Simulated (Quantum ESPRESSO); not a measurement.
# Magnetic state of NbCrP from several starts

A self-consistent run ends on one state, which hangs on the start. Several orders of NbCrP are started in Quantum ESPRESSO and their energies compared.

Calculated with Quantum ESPRESSO 7.5; LDA; plane waves with GBRV 1.5 LDA potentials, no spin-orbit coupling.

### 1. The structure

The structure is orthorhombic, space group Pnma (No. 62). Conventional cell: a = 6.288 Å, b = 3.536 Å, c = 7.421 Å, α = 90.00°, β = 90.00°, γ = 90.00°. Nb has 5 P at 2.61 to 2.71 Å and 4 Cr at 2.83 to 2.86 Å nearest. Nearest to Cr lie 4 P at 2.33 to 2.42 Å and 2 Cr at 2.69 Å and 4 Nb at 2.83 to 2.86 Å. P has 4 Cr at 2.33 to 2.42 Å and 5 Nb at 2.61 to 2.71 Å nearest. Farther neighbours are not listed.

The cell comes from Materials Project 2023-11-01, a database of computed structures, and need not be the stable phase.

### 2. Run 1, typed as ferro ++++

The signs are those of the starting moments on the seeded atoms, the atoms that are given a moment.

Contents of pw.in:

```
&CONTROL
  calculation = 'scf'
  prefix = 'pwscf'
  outdir = './tmp'
  pseudo_dir = './pseudo'
  disk_io = 'nowf'
/
&SYSTEM
  ibrav = 0
  celldm(1) = 8
  nat = 12
  ntyp = 3
  ecutwfc = 40
  ecutrho = 280
  nbnd = 86
  occupations = 'smearing'
  smearing = 'fd'
  degauss = 0.00734986
  nspin = 2
  starting_magnetization(1) = 0
  starting_magnetization(2) = 0.1786
  starting_magnetization(3) = 0
/
&ELECTRONS
  conv_thr = 2.4d-08
  electron_maxstep = 150
  mixing_beta = 0.3
/
ATOMIC_SPECIES
Nb     92.9064 nb_lda_v1.uspp.F.UPF
Cr     51.9961 cr_lda_v1.5.uspp.F.UPF
P      30.9738 p_lda_v1.5.uspp.F.UPF
CELL_PARAMETERS alat
   1.4854321437684    0.0000000000000    0.0000000000000
   0.0000000000000    0.8352783687448    0.0000000000000
   0.0000000000000    0.0000000000000    1.7530437932210
ATOMIC_POSITIONS crystal
Nb      0.5300557600    0.2500000000    0.8267057800
Nb      0.0300557600    0.2500000000    0.6732942200
Nb      0.9699442400    0.7500000000    0.3267057700
Nb      0.4699442400    0.7500000000    0.1732942300
Cr      0.3570215600    0.7500000000    0.5622066200
Cr      0.1429784400    0.2500000000    0.0622066200
Cr      0.8570215600    0.7500000000    0.9377933800
Cr      0.6429784400    0.2500000000    0.4377933800
P       0.2699073200    0.2500000000    0.3705804100
P       0.7699073200    0.2500000000    0.1294195900
P       0.7300926800    0.7500000000    0.6294195900
P       0.2300926800    0.7500000000    0.8705804100
K_POINTS automatic
4 8 4 0 0 0
```

Launch:

```sh
> OMP_NUM_THREADS=1 mpirun -n 4 pw.x -nk 4 -in pw.in > pw.out
```

The log of the run:

```text
Program PWSCF v.7.5 starts

     Message from routine setup:
     using ibrav=0 with symmetry is DISCOURAGED, use correct ibrav instead

     K-points division:     npool     =       4
     Subspace diagonalization in iterative solution of the eigenvalue problem:

     G-vector sticks info
     --------------------
     sticks:   dense  smooth     PW     G-vecs:    dense   smooth      PW
     Sum        1769    1013    297                88151    38065    6207

     Using Slab Decomposition

     bravais-lattice index     =            0
     lattice parameter (alat)  =       8.0000  a.u.
     unit-cell volume          =    1113.6450 (a.u.)^3
     number of atoms/cell      =           12
     number of atomic types    =            3
     number of electrons       =       128.00
     number of Kohn-Sham states=           86
     kinetic-energy cutoff     =      40.0000  Ry
     charge density cutoff     =     280.0000  Ry
     scf convergence threshold =      2.4E-08
     mixing beta               =       0.3000
     number of iterations used =            8  plain     mixing
     Exchange-correlation=  SLA  PZ   NOGX NOGC
                           (   1   1   0   0   0   0   0)

     celldm(1)=   8.000000  celldm(2)=   0.000000  celldm(3)=   0.000000
     celldm(4)=   0.000000  celldm(5)=   0.000000  celldm(6)=   0.000000

     crystal axes: (cart. coord. in units of alat)
               a(1) = (   1.485432   0.000000   0.000000 )
               a(2) = (   0.000000   0.835278   0.000000 )
               a(3) = (   0.000000   0.000000   1.753044 )

     reciprocal axes: (cart. coord. in units 2 pi/alat)
               b(1) = (  0.673205  0.000000  0.000000 )
               b(2) = (  0.000000  1.197206  0.000000 )
               b(3) = (  0.000000  0.000000  0.570436 )

     PseudoPot. # 1 for Nb read from file:
     nb_lda_v1.uspp.F.UPF
     Pseudo is Ultrasoft + core correction, Zval = 13.0
     Generated by new atomic code, or converted to UPF format
     Using radial grid of  887 points,  6 beta functions with:
                l(1) =   0
                l(2) =   0
                l(3) =   1
                l(4) =   1
                l(5) =   2
                l(6) =   2
     Q(r) pseudized with  6 coefficients,  rinner =    1.000   1.000   1.000
                                                       1.000   1.000

     PseudoPot. # 2 for Cr read from file:
     cr_lda_v1.5.uspp.F.UPF
     Pseudo is Ultrasoft + core correction, Zval = 14.0
     Generated by new atomic code, or converted to UPF format
     Using radial grid of  857 points,  6 beta functions with:
                l(1) =   0
                l(2) =   0
                l(3) =   1
                l(4) =   1
                l(5) =   2
                l(6) =   2
     Q(r) pseudized with  8 coefficients,  rinner =    0.950   0.950   0.950
                                                       0.950   0.950

     PseudoPot. # 3 for P  read from file:
     p_lda_v1.5.uspp.F.UPF
     Pseudo is Ultrasoft + core correction, Zval =  5.0
     Generated by new atomic code, or converted to UPF format
     Using radial grid of  903 points,  6 beta functions with:
                l(1) =   0
                l(2) =   0
                l(3) =   1
                l(4) =   1
                l(5) =   2
                l(6) =   2
     Q(r) pseudized with  8 coefficients,  rinner =    1.300   1.300   1.300
                                                       1.300   1.300

     atomic species   valence    mass     pseudopotential
     Nb               13.00    92.90640     Nb( 1.00)
     Cr               14.00    51.99610     Cr( 1.00)
     P                 5.00    30.97380     P ( 1.00)

     Starting magnetic structure
     atomic species   magnetization
     Nb              0.000
     Cr              0.179
     P               0.000

      8 Sym. Ops., with inversion, found ( 6 have fractional translation)

   Cartesian axes

     site n.     atom                  positions (alat units)
         1        Nb     tau(   1) = (   0.7873619   0.2088196   1.4492514  )
         2        Nb     tau(   2) = (   0.0446458   0.2088196   1.1803143  )
         3        Nb     tau(   3) = (   1.4407864   0.6264588   0.5727295  )
         4        Nb     tau(   4) = (   0.6980703   0.6264588   0.3037924  )
         5        Cr     tau(   5) = (   0.5303313   0.6264588   0.9855728  )
         6        Cr     tau(   6) = (   0.2123848   0.2088196   0.1090509  )
         7        Cr     tau(   7) = (   1.2730474   0.6264588   1.6439929  )
         8        Cr     tau(   8) = (   0.9551008   0.2088196   0.7674710  )
         9        P      tau(   9) = (   0.4009290   0.2088196   0.6496437  )
        10        P      tau(  10) = (   1.1436451   0.2088196   0.2268782  )
        11        P      tau(  11) = (   1.0845031   0.6264588   1.1034001  )
        12        P      tau(  12) = (   0.3417871   0.6264588   1.5261656  )

     number of k points=    45  Fermi-Dirac smearing, width (Ry)=  0.0073
                       cart. coord. in units 2pi/alat
        k(    1) = (   0.0000000   0.0000000   0.0000000), wk =   0.0078125
        k(    2) = (   0.0000000   0.0000000   0.1426091), wk =   0.0156250
        k(    3) = (   0.0000000   0.0000000  -0.2852182), wk =   0.0078125
        k(    4) = (   0.0000000   0.1496507   0.0000000), wk =   0.0156250
        k(    5) = (   0.0000000   0.1496507   0.1426091), wk =   0.0312500
        [... 40 further k-points ...]

     Dense  grid:    88151 G-vectors     FFT dimensions: (  64,  36,  80)

     Smooth grid:    38065 G-vectors     FFT dimensions: (  48,  30,  60)

     Check: negative core charge=   -0.000004
     Generating pointlists ...
     new r_m :   0.2539 (alat units)  2.0312 (a.u.) for type    1
     new r_m :   0.2274 (alat units)  1.8195 (a.u.) for type    2
     new r_m :   0.2274 (alat units)  1.8195 (a.u.) for type    3

     Initial potential from superposition of free atoms

     starting charge     123.9907, renormalised to     128.0000

     negative rho (up, down):  3.123E-03 2.155E-03
     Starting wfcs are  108 randomized atomic wfcs

     Self-consistent Calculation

     iteration #  1     ecut=    40.00 Ry     beta= 0.30
     Davidson diagonalization with overlap
     ethr =  1.00E-02,  avg # of iterations =  3.2

     negative rho (up, down):  1.354E-03 2.614E-03

     total energy              =   -1234.53456333 Ry
     estimated scf accuracy    <      10.26327249 Ry

     total magnetization       =     6.34 Bohr mag/cell
     absolute magnetization    =     7.06 Bohr mag/cell

     iteration #  2     ecut=    40.00 Ry     beta= 0.30
     Davidson diagonalization with overlap
     ethr =  8.02E-03,  avg # of iterations =  3.2

     negative rho (up, down):  1.972E-03 3.193E-03

     total energy              =   -1234.52566137 Ry
     estimated scf accuracy    <      30.54704683 Ry

     total magnetization       =     1.62 Bohr mag/cell
     absolute magnetization    =     2.09 Bohr mag/cell

     iteration #  3     ecut=    40.00 Ry     beta= 0.30
     Davidson diagonalization with overlap
     ethr =  8.02E-03,  avg # of iterations =  2.1

     negative rho (up, down):  1.001E-03 4.336E-03

     total energy              =   -1237.05617728 Ry
     estimated scf accuracy    <       0.84626811 Ry

     total magnetization       =     6.25 Bohr mag/cell
     absolute magnetization    =     6.83 Bohr mag/cell

     [... further iterations left out ...]

     iteration # 14     ecut=    40.00 Ry     beta= 0.30
     Davidson diagonalization with overlap
     ethr =  2.17E-08,  avg # of iterations =  5.1

     negative rho (up, down):  3.123E-04 4.479E-03

     total energy              =   -1237.26549594 Ry
     estimated scf accuracy    <       0.00000723 Ry

     total magnetization       =     4.49 Bohr mag/cell
     absolute magnetization    =     4.78 Bohr mag/cell

     iteration # 15     ecut=    40.00 Ry     beta= 0.30
     Davidson diagonalization with overlap
     ethr =  5.65E-09,  avg # of iterations =  3.2

     negative rho (up, down):  3.084E-04 4.482E-03

     total energy              =   -1237.26549895 Ry
     estimated scf accuracy    <       0.00000189 Ry

     total magnetization       =     4.47 Bohr mag/cell
     absolute magnetization    =     4.76 Bohr mag/cell

     iteration # 16     ecut=    40.00 Ry     beta= 0.30
     Davidson diagonalization with overlap
     ethr =  1.48E-09,  avg # of iterations =  2.9

     negative rho (up, down):  3.074E-04 4.483E-03

     total energy              =   -1237.26549946 Ry
     estimated scf accuracy    <       0.00000014 Ry

     total magnetization       =     4.48 Bohr mag/cell
     absolute magnetization    =     4.76 Bohr mag/cell

     iteration # 17     ecut=    40.00 Ry     beta= 0.30
     Davidson diagonalization with overlap
     ethr =  1.12E-10,  avg # of iterations =  2.7

     negative rho (up, down):  3.070E-04 4.483E-03

     Magnetic moment per site  (integrated on atomic sphere of radius R)
     atom   1 (R=0.254)  charge= 10.1835  magn= -0.0015
     atom   2 (R=0.254)  charge= 10.1835  magn= -0.0015
     atom   3 (R=0.254)  charge= 10.1835  magn= -0.0015
     atom   4 (R=0.254)  charge= 10.1835  magn= -0.0015
     atom   5 (R=0.227)  charge= 11.9271  magn=  0.9783
     atom   6 (R=0.227)  charge= 11.9271  magn=  0.9783
     atom   7 (R=0.227)  charge= 11.9271  magn=  0.9783
     atom   8 (R=0.227)  charge= 11.9271  magn=  0.9783
     atom   9 (R=0.227)  charge=  2.9254  magn= -0.0015
     atom  10 (R=0.227)  charge=  2.9254  magn= -0.0015
     atom  11 (R=0.227)  charge=  2.9254  magn= -0.0015
     atom  12 (R=0.227)  charge=  2.9254  magn= -0.0015

     End of self-consistent calculation

     [... lines left out ...]
     the Fermi energy is    17.4788 ev

!    total energy              =   -1237.26549949 Ry
     estimated scf accuracy    <          6.7E-09 Ry
     smearing contrib. (-TS)   =      -0.02794866 Ry
     internal energy E=F+TS    =   -1237.23755083 Ry

     The total energy is F=E-TS. E is the sum of the following terms:
     one-electron contribution =    -368.90746113 Ry
     hartree contribution      =     255.32948022 Ry
     xc contribution           =    -186.77968401 Ry
     ewald contribution        =    -936.87988591 Ry

     total magnetization       =     4.48 Bohr mag/cell
     absolute magnetization    =     4.76 Bohr mag/cell

     convergence has been achieved in  17 iterations

=------------------------------------------------------------------------------=
   JOB DONE.
=------------------------------------------------------------------------------=
```

The job ended after 6.1 min (4 MPI ranks of Intel Xeon Platinum 8259CL at 2.50GHz (Skylake/Cascade Lake), shared host; peak memory 1.3 GiB).

Spin moment in the atom's sphere by atom:

```tsv
atom	spin moment in the atom's sphere (μB)
Nb1	-0.002
Nb2	-0.002
Nb3	-0.002
Nb4	-0.002
Cr5	0.978
Cr6	0.978
Cr7	0.978
Cr8	0.978
P9	-0.002
P10	-0.002
P11	-0.002
P12	-0.002
```

Numbers from this step:

| Item | Value |
| --- | --- |
| smearing term TS | 0.3803 eV |
| magnetization | 4.475 μB |
| absolute magnetization | 4.763 μB |
| final state | ferromagnetic |

[end of part 1 of 2]

[Logs and program files are shortened in this print: banners, set-up blocks, solver, clock and traceback lines can be left out without a mark of their own.]

[Logs are printed without paths, hosts, clocks, repeated set-up lines and the standing remarks that a program may print on its own settings, such as how far it seeks lower states.]

[Hosts, paths, dates, database ids (printed as entryN), source tags and the programs' standing remarks are cut or masked in the printed files.]

[Where a cell is said to come from a database of computed structures, the database is the Materials Project.]
